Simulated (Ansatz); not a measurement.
# Work function of Re(0001): what the settings cost and change

How far do cutoff, k-mesh and smearing move the work function of Re(0001)?

Main program and level: Ansatz 0.2.0; plane-wave DFT, PBE, Ansatz PAW.

**Measured values to reproduce.**

For Re (clean (0001) face, a compiled value), “Anisotropic work function of elemental crystals” (2019, arxiv:1902.07811) quotes earlier work: work function (clean (0001) face, a compiled value) 5.15 eV.

This is a report of a sequence of runs, with most program output left out.

**1. The structure**

The cell holds 7 atoms: 7 Re. Its edges and angles: a = 2.760 Å, b = 2.760 Å, c = 31.372 Å, α = 90.0°, β = 90.0°, γ = 60.0°. Vacuum lies along c.

**2. Slab, setting cutoff 200 eV**

A work function rests on the faint tail of the density, so the SCF threshold is tight. The cutoff is raised first; then mesh and smearing are varied at the default cutoff.

input.yaml

```yaml
crystal:
  lattice:
    - [2.76, 0.0, 0.0]
    - [1.38, 2.3902301144, 0.0]
    - [0.0, 0.0, 31.3722]
  atoms:
    - { symbol: Re, position: [0.0, 0.0, 0.2868781915] }
    - { symbol: Re, position: [0.6666666667, 0.6666666667, 0.3579187943] }
    - { symbol: Re, position: [0.0, 0.0, 0.4289593972] }
    - { symbol: Re, position: [0.6666666667, 0.6666666667, 0.5] }
    - { symbol: Re, position: [0.0, 0.0, 0.5710406028] }
    - { symbol: Re, position: [0.6666666667, 0.6666666667, 0.6420812057] }
    - { symbol: Re, position: [0.0, 0.0, 0.7131218085] }
kpoints:
  mp_grid: { grid: [17, 17, 1] }
hamiltonian:
  xc: pbe
scf:
  occupations: { method: fermi_dirac, width: 0.1 }
  convergence: { dr2_threshold: 1.0e-09 }
efield:
  axis: 3
  dipole_correction: true
  ramp_position: 0.97
  ramp_width: 0.06
basis:
  ecutwfc: "200 eV"
output:
  write_potential: true
  write_density: true
  volumetric_format: npy
  elf: true
```

Run with:

```console
$ ansatz run input.yaml --threads 2 --pin off --max-ram 3072MiB --backend cpu --events-out ev --progress --plain --runs-dir out
```

Run time: 13 s. Hardware: 2 threads of Arm Neoverse V2, shared host; peak memory 0.41 GiB.

This step gave:

```
energy at zero smearing   : -76026.5516 eV
work function, upper face : 5.294 eV
```

Running mean over 2.2287 Å of the planar mean; the ramp of the sawtooth is left out. Electron's electrostatic potential energy less the Fermi level against z:

```csv
z (Å),electron's electrostatic potential energy less the Fermi level (eV)
4,5.22
5,5.15
6,4.97
7,3.48
8,-6.41
9,-13.5
10,-13.8
11,-13.9
12,-13.9
13,-13.9
14,-13.8
15,-13.8
16,-13.8
17,-13.8
18,-13.8
19,-13.9
20,-13.9
21,-13.9
22,-13.7
23,-10.7
24,1.13
25,4.75
26,5.11
27,5.20
28,5.24
```

ELF in the ca plane at fractional y = 0.000, with atoms of Re within 0.2 Å of it. It is the smooth field of the valence electrons, not physical close to the nuclei.

Values, 5 rows by 16 columns, each cell a mean:
```
0.37 0.45 0.64 0.36 0.33 0.36 0.62 0.46 0.38 0.35 0.47 0.65 0.18 0.02 0.00 0.00
0.29 0.32 0.34 0.31 0.30 0.30 0.34 0.32 0.28 0.28 0.32 0.36 0.22 0.03 0.00 0.00
0.32 0.38 0.35 0.31 0.41 0.30 0.36 0.39 0.30 0.31 0.37 0.39 0.30 0.04 0.00 0.00
0.29 0.34 0.47 0.32 0.25 0.32 0.46 0.35 0.29 0.28 0.37 0.48 0.18 0.02 0.00 0.00
0.41 0.47 0.61 0.37 0.39 0.37 0.60 0.48 0.41 0.39 0.49 0.62 0.19 0.02 0.00 0.00
```
Columns run along c (16.0 Å, from fractional 0.36 to 0.87 of the cell), rows up along a (2.8 Å). Atoms in or near the plane, at fractional coordinates: Re at (0.43, 0.00), Re at (0.57, 0.00), Re at (0.71, 0.00).

Electrostatic potential energy in the ca plane at fractional y = 0.000, with atoms of Re within 0.2 Å of it. With pseudopotentials it is smooth inside the atoms' cores, unlike the true potential.

Ten even steps from '0' (-66 eV) to '9' (15 eV), each cell a mean:
```
99973001589999985100479999986200278999999999
88986324789888987423689888898522589999999999
67898777898767898767898767898877899999999999
57899889998656899988998655789988999999999999
57898888998656899888898756889888899999999999
78887546898878888645788877898645689999999999
89984102689889986201589988987311379999999999
99972000589999984000379999986100168999999999
```
Columns run along c (16.0 Å, from fractional 0.36 to 0.87 of the cell; values clipped at the 3rd and 97th percentile), rows up along a (2.8 Å). Atoms in or near the plane, at fractional coordinates: Re at (0.43, 0.00), Re at (0.57, 0.00), Re at (0.71, 0.00).

Valence density in the ca plane at fractional y = 0.000, with atoms of Re within 0.2 Å of it. It is the smooth field of the valence electrons, not physical close to the nuclei.

Values in e/Å³, 5 rows by 16 columns, each cell a mean:
```
0.4 2.0 4.7 0.6 0.4 0.6 4.5 2.3 0.4 0.4 2.1 4.6 0.3 0.0 0.0 0.0
0.7 0.6 1.1 0.4 0.9 0.4 1.0 0.6 0.7 0.7 0.6 1.0 0.1 0.0 0.0 0.0
1.0 0.4 0.4 0.4 1.4 0.5 0.4 0.4 1.0 1.0 0.3 0.4 0.1 0.0 0.0 0.0
0.6 0.9 2.1 0.4 0.7 0.4 2.0 1.0 0.5 0.5 1.0 2.0 0.2 0.0 0.0 0.0
0.4 2.5 5.4 0.7 0.4 0.6 5.2 2.8 0.4 0.4 2.6 5.4 0.4 0.0 0.0 0.0
```
Columns run along c (16.0 Å, from fractional 0.36 to 0.87 of the cell), rows up along a (2.8 Å). Atoms in or near the plane, at fractional coordinates: Re at (0.43, 0.00), Re at (0.57, 0.00), Re at (0.71, 0.00).

The work function is 5.294 eV. The program marks this work function as in doubt.

**3. Run**

input.yaml: that of step 2 with these lines changed.

```diff
@@ -26,3 +26,3 @@
 basis:
-  ecutwfc: "200 eV"
+  ecutwfc: "300 eV"
 output:
@@ -31,2 +31 @@
   volumetric_format: npy
-  elf: true
```

Wall time 20 s (2 threads); peak memory 0.52 GiB.

The work function is 5.029 eV, -0.265 eV from the run “cutoff 200 eV”, at 1.5 times its CPU time.

**4. Run**

input.yaml: that of step 3 with these lines changed.

```diff
@@ -26,3 +26,3 @@
 basis:
-  ecutwfc: "300 eV"
+  ecutwfc: "420 eV"
 output:
```

It took 26 s on 2 threads; peak memory 0.71 GiB; 52 s of CPU time.

The work function is 5.030 eV, -0.265 eV from the run “cutoff 200 eV”, at 2.0 times its CPU time.

**5. Run**

input.yaml: that of step 4 with these lines changed.

```diff
@@ -26,3 +26,3 @@
 basis:
-  ecutwfc: "420 eV"
+  ecutwfc: "600 eV"
 output:
```

Run time: 44 s. Hardware: 2 threads; peak memory 1 GiB; 87 s of CPU time.

The work function is 5.029 eV, -0.000 eV from the run “cutoff 420 eV”, at 1.7 times its CPU time.

**6. Slab**

input.yaml: that of step 5 with these lines changed.

```diff
@@ -14,3 +14,3 @@
 kpoints:
-  mp_grid: { grid: [17, 17, 1] }
+  mp_grid: { grid: [3, 3, 1] }
 hamiltonian:
@@ -25,4 +25,2 @@
   ramp_width: 0.06
-basis:
-  ecutwfc: "600 eV"
 output:
```

The job ended after 2.7 s (2 threads; peak memory 0.41 GiB; 5.2 s of CPU time).

The work function is 5.032 eV, +0.002 eV from the run “cutoff 420 eV”, at 0.099 times its CPU time.

**7. Slab**

input.yaml: that of step 6 with these lines changed.

```diff
@@ -14,3 +14,3 @@
 kpoints:
-  mp_grid: { grid: [3, 3, 1] }
+  mp_grid: { grid: [6, 6, 1] }
 hamiltonian:
```

Wall time 5.8 s (2 threads); peak memory 0.46 GiB.

The work function is 5.001 eV, -0.028 eV from the run “cutoff 420 eV”, at 0.21 times its CPU time.

**8. Run**

input.yaml: that of step 7 with these lines changed.

```diff
@@ -14,3 +14,3 @@
 kpoints:
-  mp_grid: { grid: [6, 6, 1] }
+  mp_grid: { grid: [11, 11, 1] }
 hamiltonian:
```

It took 14 s on 2 threads; peak memory 0.53 GiB; 27 s of CPU time.

The work function is 5.051 eV, +0.022 eV from the run “cutoff 420 eV”, at 0.52 times its CPU time.

**9. Run**

input.yaml: that of step 8 with these lines changed.

```diff
@@ -14,3 +14,3 @@
 kpoints:
-  mp_grid: { grid: [11, 11, 1] }
+  mp_grid: { grid: [26, 26, 1] }
 hamiltonian:
```

It took 59 s on 2 threads; peak memory 1.1 GiB; 1.9 min of CPU time.

The work function is 5.029 eV, -0.000 eV from the run “cutoff 420 eV”, at 2.2 times its CPU time.

**10. Slab**

input.yaml: that of step 9 with these lines changed.

```diff
@@ -14,3 +14,3 @@
 kpoints:
-  mp_grid: { grid: [26, 26, 1] }
+  mp_grid: { grid: [17, 17, 1] }
 hamiltonian:
@@ -18,3 +18,3 @@
 scf:
-  occupations: { method: fermi_dirac, width: 0.1 }
+  occupations: { method: gaussian, width: 0.05 }
   convergence: { dr2_threshold: 1.0e-09 }
```

Elapsed: 27 s, on 2 threads; peak memory 0.71 GiB.

The work function is 5.031 eV, +0.001 eV from the run “cutoff 420 eV”, at 1.0 times its CPU time.

**11. Slab**

input.yaml: that of step 10 with these lines changed.

```diff
@@ -18,3 +18,3 @@
 scf:
-  occupations: { method: gaussian, width: 0.05 }
+  occupations: { method: methfessel_paxton, width: 0.2 }
   convergence: { dr2_threshold: 1.0e-09 }
```

Run time: 28 s. Hardware: 2 threads; peak memory 0.71 GiB; 56 s of CPU time.

The work function is 5.028 eV, -0.001 eV from the run “cutoff 420 eV”, at 1.1 times its CPU time.

**12. Run**

input.yaml: that of step 11 with these lines changed.

```diff
@@ -18,3 +18,3 @@
 scf:
-  occupations: { method: methfessel_paxton, width: 0.2 }
+  occupations: { method: fermi_dirac, width: 0.3 }
   convergence: { dr2_threshold: 1.0e-09 }
```

It took 32 s on 2 threads; peak memory 0.77 GiB; 64 s of CPU time.

The work function is 5.040 eV, +0.011 eV from the run “cutoff 420 eV”, at 1.2 times its CPU time.

**13. Run**

input.yaml: that of step 12 with these lines changed.

```diff
@@ -18,3 +18,3 @@
 scf:
-  occupations: { method: fermi_dirac, width: 0.3 }
+  occupations: { method: cold, width: 0.1 }
   convergence: { dr2_threshold: 1.0e-09 }
```

The job ended after 28 s (2 threads; peak memory 0.71 GiB).

The work function is 5.030 eV, +0.000 eV from the run “cutoff 420 eV”, at 1.1 times its CPU time.

**14. Side by side**

Times are for 2 threads of Arm Neoverse V2, shared host. The series side by side:

```csv
no.,setting,"work function, upper face (eV)",time,memory (GiB)
1,cutoff 200 eV,5.294,13 s,0.41
2,cutoff 300 eV,5.029,20 s,0.52
3,cutoff 420 eV,5.030,26 s,0.71
4,cutoff 600 eV,5.029,44 s,1.0
5,mesh 3x3,5.032,2.7 s,0.41
6,mesh 6x6,5.001,5.8 s,0.46
7,mesh 11x11,5.051,14 s,0.53
8,mesh 26x26,5.029,59 s,1.1
9,Gaussian smearing 0.05 eV,5.031,27 s,0.71
10,methfessel_paxton smearing 0.2 eV,5.028,28 s,0.71
11,fermi_dirac smearing 0.3 eV,5.040,32 s,0.77
12,cold smearing 0.1 eV,5.030,28 s,0.71
```

**15. Varying the input**

An input spoilt on purpose, to show how the run answers: it repeats the earlier run “cutoff 200 eV” with efield.ramp_width from 0.06 to 0.9, and scf.max_iter set to 100; its output block differs too.

input.yaml: that of step 13 with these lines changed.

```diff
@@ -18,4 +18,5 @@
 scf:
-  occupations: { method: cold, width: 0.1 }
+  occupations: { method: fermi_dirac, width: 0.1 }
   convergence: { dr2_threshold: 1.0e-09 }
+  max_iter: 100
 efield:
@@ -24,3 +25,5 @@
   ramp_position: 0.97
-  ramp_width: 0.06
+  ramp_width: 0.9
+basis:
+  ecutwfc: "200 eV"
 output:
```

The job ended after 0.13 s (2 threads; peak memory 0.23 GiB).

The input was rejected at the start.

The program's message: “Error: efield: ion 0 (Re) at fractional coordinate 0.2869 along the field axis lies inside the sawtooth ramp with 2 of the planes that the density is read on at each end, [0.9567, 0.8833] — the ramp m …”

The fault put into the input: a ramp so wide that it reaches the atoms.

**16. Results**

| Property | Result |
| --- | --- |
| work function, cutoff 200 eV | 5.294 eV |
| work function, cutoff 420 eV | 5.030 eV |
| work function, cutoff 600 eV | 5.029 eV |
| work function, mesh 6x6 | 5.001 eV |

What this shows: The run at the highest cutoff gives 5.03 eV, and the settings tried spread the value from 5.00 to 5.29 eV. Against 600 eV, a cutoff of 200 eV is off by +0.265 eV. Against 600 eV, a cutoff of 420 eV is off by +0.000 eV. Against the finest mesh, 26 points along a, the coarser ones are off by +0.00 (3), -0.03 (6) and +0.02 (11) eV. The smearing schemes and widths spread it over 0.01 eV. The program marks the value as in doubt in “cutoff 200 eV”. The ladder's slabs use the tabulated experimental lattice constant (two decimals; a low-temperature value for the alkali metals). In 1 run of the series (cutoff 200 eV) the program warns that electrons reach the sawtooth's ramp, which makes dipole and work function less sure.

Calculation against experiment:

| quantity | measured | cutoff 600 eV |
| --- | --- | --- |
| work function (clean (0001) face, a compiled value) (eV) | 5.15 | 5.03 (-0.12 eV) |

Measured values from arxiv:1902.07811 (2019).

**Verdict.** The work function is off by -0.12 eV: good agreement. The grades are ours: good and fair within 3 and 7 % for the work function. No cell relaxation is part of this session.

[Logs are printed without paths, hosts, clocks, repeated set-up lines and the standing remarks that a program may print on its own settings, such as how far it seeks lower states.]

[Hosts, paths, dates, database ids (printed as entryN), source tags and the programs' standing remarks are cut or masked in the printed files.]

[Maps of the electrostatic potential energy from Ansatz leave out the sawtooth potential of an applied field or a dipole correction, so their vacuum need not be flat; planar profiles and work functions include it.]
